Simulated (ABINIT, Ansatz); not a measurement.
# CaSnF4 (P4/mmm): G0W0 with ABINIT, start to end, part 2 of 3

How does a plane-wave GW calculation on CaSnF4 (P4/mmm) run from the first input to the gap?

ABINIT 10.8.3; LDA and many-body steps on it, plane waves. Known limits of the many-body steps: short of the basis limit; no spin-orbit coupling; coarse k mesh.

So far. Step 2 (Ground state): The gap is indirect, with the least direct gap 0.46 eV higher.

## 3. Bands along the symmetry lines

Level of this step: DFT, LDA, plane waves, norm-conserving pseudopotentials (ABINIT).

The cheap functional maps the bands first; the places of the edges decide which points the dearer methods must see.

File run.abi:

```
acell 3*1.0 Angstrom
rprim 
  4.004548000000 0.000000000000 0.000000000000
  0.000000000000 4.004548000000 0.000000000000
  0.000000000000 0.000000000000 5.780467000000
ntypat 3
znucl 20 50 9
natom 6
typat 1 2 3 3 3 3
xred 
  0.000000000000 0.000000000000 0.500000000000
  0.500000000000 0.500000000000 0.000000000000
  0.500000000000 0.000000000000 0.265738000000
  0.500000000000 0.000000000000 0.734262000000
  0.000000000000 0.500000000000 0.734262000000
  0.000000000000 0.500000000000 0.265738000000
pp_dirpath "pseudos"
pseudos "Ca.upf, Sn.upf, F.upf"
ecut 38
iscf -2
irdden 1
kptopt 0
nkpt 75
kpt 
  0.00000000 0.00000000 0.00000000
  0.00000000 0.06250000 0.00000000
  0.00000000 0.12500000 0.00000000
  0.00000000 0.18750000 0.00000000
  0.00000000 0.25000000 0.00000000
  0.00000000 0.31250000 0.00000000
  0.00000000 0.37500000 0.00000000
  0.00000000 0.43750000 0.00000000
  0.00000000 0.50000000 0.00000000
  0.06250000 0.50000000 0.00000000
  0.12500000 0.50000000 0.00000000
  0.18750000 0.50000000 0.00000000
  0.25000000 0.50000000 0.00000000
  0.31250000 0.50000000 0.00000000
  0.37500000 0.50000000 0.00000000
  0.43750000 0.50000000 0.00000000
  0.50000000 0.50000000 0.00000000
  0.43750000 0.43750000 0.00000000
  0.37500000 0.37500000 0.00000000
  0.31250000 0.31250000 0.00000000
  0.25000000 0.25000000 0.00000000
  0.18750000 0.18750000 0.00000000
  0.12500000 0.12500000 0.00000000
  0.06250000 0.06250000 0.00000000
  0.00000000 0.00000000 0.00000000
  0.00000000 0.00000000 0.06250000
  0.00000000 0.00000000 0.12500000
  0.00000000 0.00000000 0.18750000
  0.00000000 0.00000000 0.25000000
  0.00000000 0.00000000 0.31250000
  0.00000000 0.00000000 0.37500000
  0.00000000 0.00000000 0.43750000
  0.00000000 0.00000000 0.50000000
  0.00000000 0.06250000 0.50000000
  0.00000000 0.12500000 0.50000000
  0.00000000 0.18750000 0.50000000
  0.00000000 0.25000000 0.50000000
  0.00000000 0.31250000 0.50000000
  0.00000000 0.37500000 0.50000000
  0.00000000 0.43750000 0.50000000
  0.00000000 0.50000000 0.50000000
  0.06250000 0.50000000 0.50000000
  0.12500000 0.50000000 0.50000000
  0.18750000 0.50000000 0.50000000
  0.25000000 0.50000000 0.50000000
  0.31250000 0.50000000 0.50000000
  0.37500000 0.50000000 0.50000000
  0.43750000 0.50000000 0.50000000
  0.50000000 0.50000000 0.50000000
  0.43750000 0.43750000 0.50000000
  0.37500000 0.37500000 0.50000000
  0.31250000 0.31250000 0.50000000
  0.25000000 0.25000000 0.50000000
  0.18750000 0.18750000 0.50000000
  0.12500000 0.12500000 0.50000000
  0.06250000 0.06250000 0.50000000
  0.00000000 0.00000000 0.50000000
  0.00000000 0.50000000 0.00000000
  0.00000000 0.50000000 0.06250000
  0.00000000 0.50000000 0.12500000
  0.00000000 0.50000000 0.18750000
  0.00000000 0.50000000 0.25000000
  0.00000000 0.50000000 0.31250000
  0.00000000 0.50000000 0.37500000
  0.00000000 0.50000000 0.43750000
  0.00000000 0.50000000 0.50000000
  0.50000000 0.50000000 0.00000000
  0.50000000 0.50000000 0.06250000
  0.50000000 0.50000000 0.12500000
  0.50000000 0.50000000 0.18750000
  0.50000000 0.50000000 0.25000000
  0.50000000 0.50000000 0.31250000
  0.50000000 0.50000000 0.37500000
  0.50000000 0.50000000 0.43750000
  0.50000000 0.50000000 0.50000000
istwfk *1
nband 37
nbdbuf 2
tolwfr 1e-08
nstep 40
prtwf 0
prtvol 0
indata_prefix "in"
outdata_prefix "out"
tmpdata_prefix "tmp"
```

The run is started by

```bash
$ OMP_NUM_THREADS=1 mpirun -n 4 abinit run.abi > log
```

The log of the run:

```text
.Version 10.8.3 of ABINIT. v10.8.2 released Aug 2026.

 Symmetries : space group P4/m m m (#123); Bravais tP (primitive tetrag.)
[... echo of the input left out ...]
== DATASET  1 ==================================================================
-   mpi_nproc: 4, omp_nthreads: 1 (-1 if OMP is not activated)

--- !DatasetInfo
iteration_state: {dtset: 1, }
dimensions: {natom: 6, nkpt: 75, mband: 37, nsppol: 1, nspinor: 1, nspden: 1, mpw: 7038, }
cutoff_energies: {ecut:  38.0, pawecutdg:  -1.0, }
electrons: {nelect:   6.00000000E+01, charge:   0.00000000E+00, occopt:   1.00000000E+00, tsmear:   1.00000000E-02, }

 Real(R)+Recip(G) space primitive vectors, cartesian coordinates (Bohr,Bohr^-1):
 R(1)=  7.5674990  0.0000000  0.0000000  G(1)=  0.1321441  0.0000000  0.0000000
 R(2)=  0.0000000  7.5674990  0.0000000  G(2)=  0.0000000  0.1321441  0.0000000
 R(3)=  0.0000000  0.0000000 10.9234995  G(3)=  0.0000000  0.0000000  0.0915458
 Unit cell volume ucvol=  6.2555649E+02 bohr^3
 Angles (23,13,12)=  9.00000000E+01  9.00000000E+01  9.00000000E+01 degrees

 getcut: wavevector=  0.0000  0.0000  0.0000  ngfft=  45  45  64
         ecut(hartree)=     38.000   => boxcut(ratio)=   2.09529

--- Pseudopotential description ------------------------------------------------
- Ca Generated using ONCVPSP code by D. R. Hamann
- 20.00000  10.00000  180309                  znucl, zion, pspdat
12 -1012 2 -1 1724                            pspcod,pspxc,lmax,lloc,mmax
     nproj     2     2     2
  pspatm : epsatm=   12.51424511
         --- l  ekb(1:nproj) -->
             0   10.026170    0.975458
             1    2.942990    0.445396
             2   -3.490458   -1.115963
 pspatm: atomic psp has been read  and splines computed

- Sn Generated using ONCVPSP code by D. R. Hamann
- 50.00000  22.00000  180309                  znucl, zion, pspdat
12 -1012 2 -1 1608                            pspcod,pspxc,lmax,lloc,mmax
     nproj     2     2     2
  pspatm : epsatm=   27.51067946
         --- l  ekb(1:nproj) -->
[...]
pspatm: atomic psp has been read  and splines computed

- F Generated using ONCVPSP code by D. R. Hamann
-  9.00000   7.00000  201202                  znucl, zion, pspdat
12 -1012 2 -1 824                             pspcod,pspxc,lmax,lloc,mmax
     nproj     2     2     1
  pspatm : epsatm=    4.94580260
         --- l  ekb(1:nproj) -->
[...]
2   -2.364936
 pspatm: atomic psp has been read  and splines computed

--------------------------------------------------------------------------------

================================================================================
 prteigrs : about to open file out_EIG
 Non-SCF case, kpt    1 (  0.00000  0.00000  0.00000), residuals and eigenvalues=
  8.94E-09  5.47E-09  7.37E-09  8.37E-09  8.27E-09  3.56E-09  5.91E-09  3.94E-09
[...]
3.9550E-01
 Non-SCF case, kpt   75 (  0.50000  0.50000  0.50000), residuals and eigenvalues=
[...]
-1.4521E-02  1.2966E-02  2.1085E-02  2.2283E-02  2.4949E-02  1.0750E-01
  2.7718E-01  2.7718E-01  3.3028E-01  3.6265E-01  3.6624E-01  3.8171E-01
  3.9638E-01

--- !ResultsGS
iteration_state: {dtset: 1, }
comment   : Summary of ground state results
lattice_vectors:
- [  7.5674990,   0.0000000,   0.0000000, ]
- [  0.0000000,   7.5674990,   0.0000000, ]
- [  0.0000000,   0.0000000,  10.9234995, ]
lattice_lengths: [   7.56750,    7.56750,   10.92350, ]
lattice_angles: [ 90.000,  90.000,  90.000, ] # degrees, (23, 13, 12)
lattice_volume:   6.2555649E+02
convergence: {deltae:  0.000E+00, res2:  0.000E+00, residm:  9.989E-09, diffor:  0.000E+00, }
etotal    :  -3.58799790E+02
entropy   :   0.00000000E+00
fermie    :   1.07503608E-01
cartesian_stress_tensor: null
pressure_GPa: null
xred      :
- [  0.0000E+00,   0.0000E+00,   5.0000E-01, Ca]
- [  5.0000E-01,   5.0000E-01,   0.0000E+00, Sn]
- [  5.0000E-01,   0.0000E+00,   2.6574E-01,  F]
- [  5.0000E-01,   0.0000E+00,   7.3426E-01,  F]
- [  0.0000E+00,   5.0000E-01,   7.3426E-01,  F]
- [  0.0000E+00,   5.0000E-01,   2.6574E-01,  F]
cartesian_forces: null
force_length_stats: {min: null, max: null, mean: null, }

 Integrated electronic density in atomic spheres:
 ------------------------------------------------
 Atom  Sphere_radius  Integrated_density
[...]
================================================================================

 ----iterations are completed or convergence reached----

 Mean square residual over all n,k,spin=   58.680E-10; max=  99.891E-10
 reduced coordinates (array xred) for    6 atoms
[...]
0.000000      0.500000      0.734262
       0.000000      0.500000      0.265738

 cartesian coordinates (angstrom) at end:
    1      0.000000     0.000000     2.890233
    2      2.002274     2.002274     0.000000
    3      2.002274     0.000000     1.536090
    4      2.002274     0.000000     4.244377
    5      0.000000     2.002274     4.244377
    6      0.000000     2.002274     1.536090
 length scales=  1.889726  1.889726  1.889726 bohr
              =  1.000000  1.000000  1.000000 angstroms
 prteigrs : about to open file out_EIG
 Eigenvalues (hartree) for nkpt=  75  k points:
 kpt#   1, nband= 37, wtk=  1.00000, kpt=  0.0000  0.0000  0.0000 (reduced coord)
[...]
kpt#   2, nband= 37, wtk=  1.00000, kpt=  0.0000  0.0625  0.0000 (reduced coord)
[...]
kpt#   3, nband= 37, wtk=  1.00000, kpt=  0.0000  0.1250  0.0000 (reduced coord)
[...]
kpt#  74, nband= 37, wtk=  1.00000, kpt=  0.5000  0.5000  0.4375 (reduced coord)
[...]
0.33032    0.36254    0.36278    0.38616    0.39550
 kpt#  75, nband= 37, wtk=  1.00000, kpt=  0.5000  0.5000  0.5000 (reduced coord)
[...]
-0.58118   -0.13142   -0.08035   -0.05187   -0.03850   -0.02631   -0.02631   -0.01452
  -0.01452    0.01297    0.02108    0.02228    0.02495    0.10750    0.27718    0.27718
   0.33028    0.36265    0.36624    0.38171    0.39638

== END DATASET(S) ==============================================================
================================================================================

 -outvars: echo values of variables after computation  --------
            nband          37
             nkpt          75
          spgroup         123
 [... the other variables as echoed above ...]

 Calculation completed.
```

Elapsed: 2.8 min, on 4 MPI ranks of Arm Neoverse V1, shared host; peak memory 0.59 GiB.

Numbers from this step:

```yaml
gap: 3.394 eV
k_of_the_valence_top: 0, 0.5, 0.5
k_of_the_conduction_bottom: 0, 0, 0.5
least_direct_gap: 3.849 eV
```

The gap is 3.394 eV, as in the run before at this level.

Electronic bands along the path, in eV, zero at the top of the highest filled band:

| point | band 27 | band 28 | band 29 | band 30 | band 31 | band 32 | band 33 | band 34 |
| --- | --- | --- | --- | --- | --- | --- | --- | --- |
| Γ | -2.46 | -2.46 | -2.33 | -1.77 | 4.50 | 5.89 | 6.06 | 6.06 |
| halfway | -2.67 | -2.54 | -2.38 | -0.87 | 4.42 | 5.18 | 6.21 | 6.35 |
| X | -3.04 | -2.62 | -2.43 | -0.26 | 3.59 | 5.90 | 6.37 | 6.66 |
| halfway | -2.57 | -2.51 | -2.47 | -0.32 | 3.96 | 5.17 | 6.37 | 6.47 |
| M | -2.35 | -2.28 | -2.25 | -0.36 | 4.47 | 4.47 | 6.09 | 6.19 |
| halfway | -2.54 | -2.43 | -2.35 | -0.62 | 4.47 | 5.15 | 5.74 | 6.31 |
| Γ | -2.46 | -2.46 | -2.33 | -1.77 | 4.50 | 5.89 | 6.06 | 6.06 |
| halfway | -2.53 | -2.45 | -2.45 | -1.13 | 3.89 | 6.07 | 6.07 | 6.11 |
| Z | -2.63 | -2.45 | -2.45 | -0.69 | 3.39 | 6.09 | 6.09 | 6.43 |
| halfway | -2.90 | -2.76 | -2.67 | -0.32 | 4.35 | 4.83 | 6.29 | 6.61 |
| R | -3.16 | -3.04 | -3.01 | 0.00 | 4.16 | 5.46 | 6.52 | 6.77 |
| halfway | -2.68 | -2.64 | -2.61 | -0.01 | 4.32 | 5.40 | 6.04 | 6.51 |
| A | -2.35 | -2.32 | -2.25 | 0.00 | 4.62 | 4.62 | 6.06 | 6.94 |
| halfway | -3.10 | -2.44 | -2.43 | -0.18 | 4.73 | 5.11 | 5.48 | 6.66 |
| Z | -2.63 | -2.45 | -2.45 | -0.69 | 3.39 | 6.09 | 6.09 | 6.43 |
| jump to X | -3.04 | -2.62 | -2.43 | -0.26 | 3.59 | 5.90 | 6.37 | 6.66 |
| halfway | -3.08 | -2.85 | -2.74 | -0.12 | 3.86 | 5.65 | 6.44 | 6.73 |
| R | -3.16 | -3.04 | -3.01 | 0.00 | 4.16 | 5.46 | 6.52 | 6.77 |
| jump to M | -2.35 | -2.28 | -2.25 | -0.36 | 4.47 | 4.47 | 6.09 | 6.19 |
| halfway | -2.35 | -2.30 | -2.25 | -0.18 | 4.55 | 4.55 | 6.08 | 6.46 |
| A | -2.35 | -2.32 | -2.25 | 0.00 | 4.62 | 4.62 | 6.06 | 6.94 |

## 4. Empty states on the mesh, 2×2×2 mesh, 198 bands

The sums over transitions need many empty states on a uniform mesh; this step solves for them.

File run.abi:

```
acell 3*1.0 Angstrom
rprim 
  4.004548000000 0.000000000000 0.000000000000
  0.000000000000 4.004548000000 0.000000000000
  0.000000000000 0.000000000000 5.780467000000
ntypat 3
znucl 20 50 9
natom 6
typat 1 2 3 3 3 3
xred 
  0.000000000000 0.000000000000 0.500000000000
  0.500000000000 0.500000000000 0.000000000000
  0.500000000000 0.000000000000 0.265738000000
  0.500000000000 0.000000000000 0.734262000000
  0.000000000000 0.500000000000 0.734262000000
  0.000000000000 0.500000000000 0.265738000000
pp_dirpath "pseudos"
pseudos "Ca.upf, Sn.upf, F.upf"
ecut 38
ngkpt 2 2 2
nshiftk 1
shiftk 0 0 0
kptopt 1
chksymbreak 0
iscf -2
irdden 1
istwfk *1
nband 198
nbdbuf 18
tolwfr 1e-09
nstep 60
prtvol 0
indata_prefix "in"
outdata_prefix "out"
tmpdata_prefix "tmp"
```

The log of the run:

```text
.Version 10.8.3 of ABINIT. v10.8.2 released Aug 2026.

 Symmetries : space group P4/m m m (#123); Bravais tP (primitive tetrag.)
[... echo of the input left out ...]
== DATASET  1 ==================================================================
-   mpi_nproc: 4, omp_nthreads: 1 (-1 if OMP is not activated)

--- !DatasetInfo
iteration_state: {dtset: 1, }
dimensions: {natom: 6, nkpt: 6, mband: 198, nsppol: 1, nspinor: 1, nspden: 1, mpw: 7027, }
cutoff_energies: {ecut:  38.0, pawecutdg:  -1.0, }
electrons: {nelect:   6.00000000E+01, charge:   0.00000000E+00, occopt:   1.00000000E+00, tsmear:   1.00000000E-02, }

 Real(R)+Recip(G) space primitive vectors, cartesian coordinates (Bohr,Bohr^-1):
 R(1)=  7.5674990  0.0000000  0.0000000  G(1)=  0.1321441  0.0000000  0.0000000
 R(2)=  0.0000000  7.5674990  0.0000000  G(2)=  0.0000000  0.1321441  0.0000000
 R(3)=  0.0000000  0.0000000 10.9234995  G(3)=  0.0000000  0.0000000  0.0915458
 Unit cell volume ucvol=  6.2555649E+02 bohr^3
 Angles (23,13,12)=  9.00000000E+01  9.00000000E+01  9.00000000E+01 degrees

 getcut: wavevector=  0.0000  0.0000  0.0000  ngfft=  45  45  64
         ecut(hartree)=     38.000   => boxcut(ratio)=   2.09529

--- Pseudopotential description ------------------------------------------------
- Ca Generated using ONCVPSP code by D. R. Hamann
- 20.00000  10.00000  180309                  znucl, zion, pspdat
12 -1012 2 -1 1724                            pspcod,pspxc,lmax,lloc,mmax
     nproj     2     2     2
  pspatm : epsatm=   12.51424511
         --- l  ekb(1:nproj) -->
             0   10.026170    0.975458
             1    2.942990    0.445396
             2   -3.490458   -1.115963
 pspatm: atomic psp has been read  and splines computed

- Sn Generated using ONCVPSP code by D. R. Hamann
- 50.00000  22.00000  180309                  znucl, zion, pspdat
12 -1012 2 -1 1608                            pspcod,pspxc,lmax,lloc,mmax
     nproj     2     2     2
  pspatm : epsatm=   27.51067946
         --- l  ekb(1:nproj) -->
[...]
pspatm: atomic psp has been read  and splines computed

- F Generated using ONCVPSP code by D. R. Hamann
-  9.00000   7.00000  201202                  znucl, zion, pspdat
12 -1012 2 -1 824                             pspcod,pspxc,lmax,lloc,mmax
     nproj     2     2     1
  pspatm : epsatm=    4.94580260
         --- l  ekb(1:nproj) -->
[...]
2   -2.364936
 pspatm: atomic psp has been read  and splines computed

--------------------------------------------------------------------------------

================================================================================
 prteigrs : about to open file out_EIG
 Non-SCF case, kpt    1 (  0.00000  0.00000  0.00000), residuals and eigenvalues=
  5.34E-10  2.53E-10  3.09E-10  3.76E-10  6.38E-11  8.36E-10  1.39E-10  8.77E-10
  4.74E-10  4.96E-11  6.38E-11  9.46E-11  2.68E-10  6.64E-11  8.17E-11  6.62E-10
  9.07E-10  1.51E-10  3.09E-10  4.33E-10  8.97E-11  7.39E-10  1.56E-10  9.12E-10
[...]
3.30E-06  8.99E-06  1.68E-05  4.06E-05  1.42E-04  2.68E-04
 -4.5793E+00 -2.9588E+00 -2.9588E+00 -2.9584E+00 -1.2870E+00 -6.8662E-01
 -6.8566E-01 -6.7173E-01 -6.5831E-01 -6.1854E-01 -6.1839E-01 -6.1826E-01
[...]
3.0275E+00  3.0338E+00  3.0470E+00  3.0516E+00  3.0518E+00  3.0875E+00
 prteigrs : prtvol=0 or 1, do not print more k-points.

--- !ResultsGS
iteration_state: {dtset: 1, }
comment   : Summary of ground state results
lattice_vectors:
- [  7.5674990,   0.0000000,   0.0000000, ]
- [  0.0000000,   7.5674990,   0.0000000, ]
- [  0.0000000,   0.0000000,  10.9234995, ]
lattice_lengths: [   7.56750,    7.56750,   10.92350, ]
lattice_angles: [ 90.000,  90.000,  90.000, ] # degrees, (23, 13, 12)
lattice_volume:   6.2555649E+02
convergence: {deltae:  0.000E+00, res2:  0.000E+00, residm:  9.973E-10, diffor:  0.000E+00, }
etotal    :  -3.58799790E+02
entropy   :   0.00000000E+00
fermie    :   1.07503608E-01
cartesian_stress_tensor: null
pressure_GPa: null
xred      :
- [  0.0000E+00,   0.0000E+00,   5.0000E-01, Ca]
- [  5.0000E-01,   5.0000E-01,   0.0000E+00, Sn]
- [  5.0000E-01,   0.0000E+00,   2.6574E-01,  F]
- [  5.0000E-01,   0.0000E+00,   7.3426E-01,  F]
- [  0.0000E+00,   5.0000E-01,   7.3426E-01,  F]
- [  0.0000E+00,   5.0000E-01,   2.6574E-01,  F]
cartesian_forces: null
force_length_stats: {min: null, max: null, mean: null, }

 Integrated electronic density in atomic spheres:
 ------------------------------------------------
 Atom  Sphere_radius  Integrated_density
[...]
================================================================================

 ----iterations are completed or convergence reached----

 Mean square residual over all n,k,spin=   35.355E-11; max=  99.726E-11
 reduced coordinates (array xred) for    6 atoms
[...]
0.000000      0.500000      0.734262
       0.000000      0.500000      0.265738

 cartesian coordinates (angstrom) at end:
    1      0.000000     0.000000     2.890233
    2      2.002274     2.002274     0.000000
    3      2.002274     0.000000     1.536090
    4      2.002274     0.000000     4.244377
    5      0.000000     2.002274     4.244377
    6      0.000000     2.002274     1.536090
 length scales=  1.889726  1.889726  1.889726 bohr
              =  1.000000  1.000000  1.000000 angstroms
 prteigrs : about to open file out_EIG
 Eigenvalues (hartree) for nkpt=   6  k points:
 kpt#   1, nband=198, wtk=  0.12500, kpt=  0.0000  0.0000  0.0000 (reduced coord)
[...]
2.85254    2.85254    2.89061    2.90817    2.90817    2.91391    2.93738    2.94655
   2.94655    2.95799    2.95799    2.96751    2.96785    3.01031    3.01163    3.02245
   3.02745    3.03376    3.04695    3.05164    3.05183    3.08755
 prteigrs : prtvol=0 or 1, do not print more k-points.

== END DATASET(S) ==============================================================
================================================================================

 -outvars: echo values of variables after computation  --------
            nband         198
             nkpt           6
          spgroup         123
 [... the other variables as echoed above ...]

 Calculation completed.
```

The job ended after 2.1 min (4 MPI ranks; peak memory 0.46 GiB; 8.4 min of CPU time).

Read from the output:

| Item | Value |
| --- | --- |
| gap | 3.394 eV |
| k of the valence top | 0.5, 0, 0.5 |
| k of the conduction bottom | 0, 0, 0.5 |
| least direct gap | 3.849 eV |
| k points computed | 6 |
| lowest point of the top converged band, above the valence top | 72.9916 eV |

On this mesh the gap is 3.394 eV.

(Continued in part 3 of 3.)

[Long decimals in the printed logs are rounded to 6 places.]

[Logs are printed without paths, hosts, clocks, repeated set-up lines and the standing remarks that a program may print on its own settings, such as how far it seeks lower states.]

[Paths, hosts, dates, memory and timing lines, banners, echoed tables and standing remarks are left out of the program output; an Ansatz launch command may be rebuilt from the run's recorded settings. Measured values are a selection of at most five: reports struck by readers or far from the other reports are left out. None is set beside runs whose start may be inverted or whose files or cutoffs have a known fault.]

[Runs of the session that timed out or met a known fault of the program may be left out.]

[Hosts, paths, dates, database ids (printed as entryN), source tags and the programs' standing remarks are cut or masked in the printed files.]

[G0W0 gaps are taken among the corrected bands and points alone; a level outside them can change the order at an edge.]

[Where Ansatz stands beside ABINIT at settings called matched, ABINIT's density can come from a denser mesh and the files from another edition; pairs whose starting gaps differed by over 0.03 eV were left out, so agreement reads better than it is.]
